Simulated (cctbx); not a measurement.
# Accept or mend?

Cell a = 16.6480 Å, b = 8.4710 Å, c = 8.5990 Å, α = 90.00°, β = 90.00°, γ = 90.00°; space group Cmce (no. 64).

Simulated single-crystal data (cctbx): Cu Kα, λ = 1.54184 Å, to d = 0.8 Å, 95 % of the full sphere, strongest reflection 20000 counts, noise from counting, a 2 % proportional error and a noise floor of 8 counts (s.d.); no absorption.

An anisotropic refinement with weights 1/σ² prints:

```text
Rint 0.028, 648 unique reflections to 0.80 A
cycle     R1     wR2    GooF  max shift (A)
   1  0.0163  0.0331   1.656   0.00027
   2  0.0112  0.0219   1.094   0.00000
final R1 0.0112 wR2 0.0219 GooF 1.094  parameters 24  data/parameter 27.0
atom        x        y        z      Ueq    occ   su(xyz)  su(Uiso or U11)
Ba1    0.14599  0.83294  0.16599   0.0100  1.000  0.00002  0.0001
Sb1    0.00000  0.40566  0.59572   0.0123  1.000  0.00004  0.0001
Sb2    0.19359  0.50000  0.00000   0.0112  1.000  0.00002  0.0001
Sn1    0.00000  0.50000  0.00000   0.0134  1.000  0.00000  0.0002
difference map: max 0.73 min -1.22 rms 0.18
Q1    0.0000  0.2088  0.8765    8    0.73  2.12 A from Sb1
Q2    0.0790  0.2235  0.8741   16    0.63  1.26 A from Ba1
Q3    0.0851  0.2393  0.2575   16    0.61  1.45 A from Ba1
Q4    0.1810  0.0517  0.5655   16    0.61  0.74 A from Sb2
Q5    0.1160  0.2460  0.4600   16    0.58  1.40 A from Ba1
Q6    0.2042  0.1922  0.3169   16    0.57  1.54 A from Ba1
```

**Question.** Can this result stand? If not, what is the likely fault?

Mend it. The fault: wrong element: Sn1 is Cd. Against the right model at the same level, R1 goes from 0.0095 to 0.0112 and GooF from 0.93 to 1.09. Sn1 has 2 electrons too many and its U swells to shed them, as expected (near an absorption edge f′ can widen the mismatch well beyond the difference in Z). The signs are weak, and the output alone doesn't single this fault out.

The compound is Ba4CdSb4. The right model at the same level gives:

```text
Rint 0.028, 648 unique reflections to 0.80 A
cycle     R1     wR2    GooF  max shift (A)
   1  0.0095  0.0188   0.942   0.00006
   2  0.0095  0.0187   0.933   0.00000
final R1 0.0095 wR2 0.0187 GooF 0.933  parameters 24  data/parameter 27.0
atom        x        y        z      Ueq    occ   su(xyz)  su(Uiso or U11)
Ba1    0.14599  0.83293  0.16599   0.0102  1.000  0.00002  0.0001
Sb1    0.00000  0.40567  0.59570   0.0125  1.000  0.00003  0.0001
Sb2    0.19359  0.50000  0.00000   0.0115  1.000  0.00002  0.0001
Cd1    0.00000  0.50000  0.00000   0.0110  1.000  0.00000  0.0002
difference map: max 0.66 min -0.90 rms 0.16
Q1    0.0000  0.2142  0.8763    8    0.66  2.14 A from Sb1
Q2    0.0796  0.2220  0.8727   16    0.62  1.24 A from Ba1
Q3    0.0848  0.2389  0.2571   16    0.59  1.45 A from Ba1
Q4    0.1185  0.2510  0.4589   16    0.58  1.36 A from Ba1
Q5    0.2025  0.1909  0.3168   16    0.58  1.53 A from Ba1
Q6    0.1812  0.0550  0.5686   16    0.56  0.78 A from Sb2
```

The model was made for the exercise: a known structure type with other elements put in, its volume estimated, not relaxed; displacement parameters are assumed.

[Middle refinement cycles are left out of these outputs.]

[Logs are printed without paths, hosts, clocks, repeated set-up lines and the standing remarks that a program may print on its own settings, such as how far it seeks lower states.]
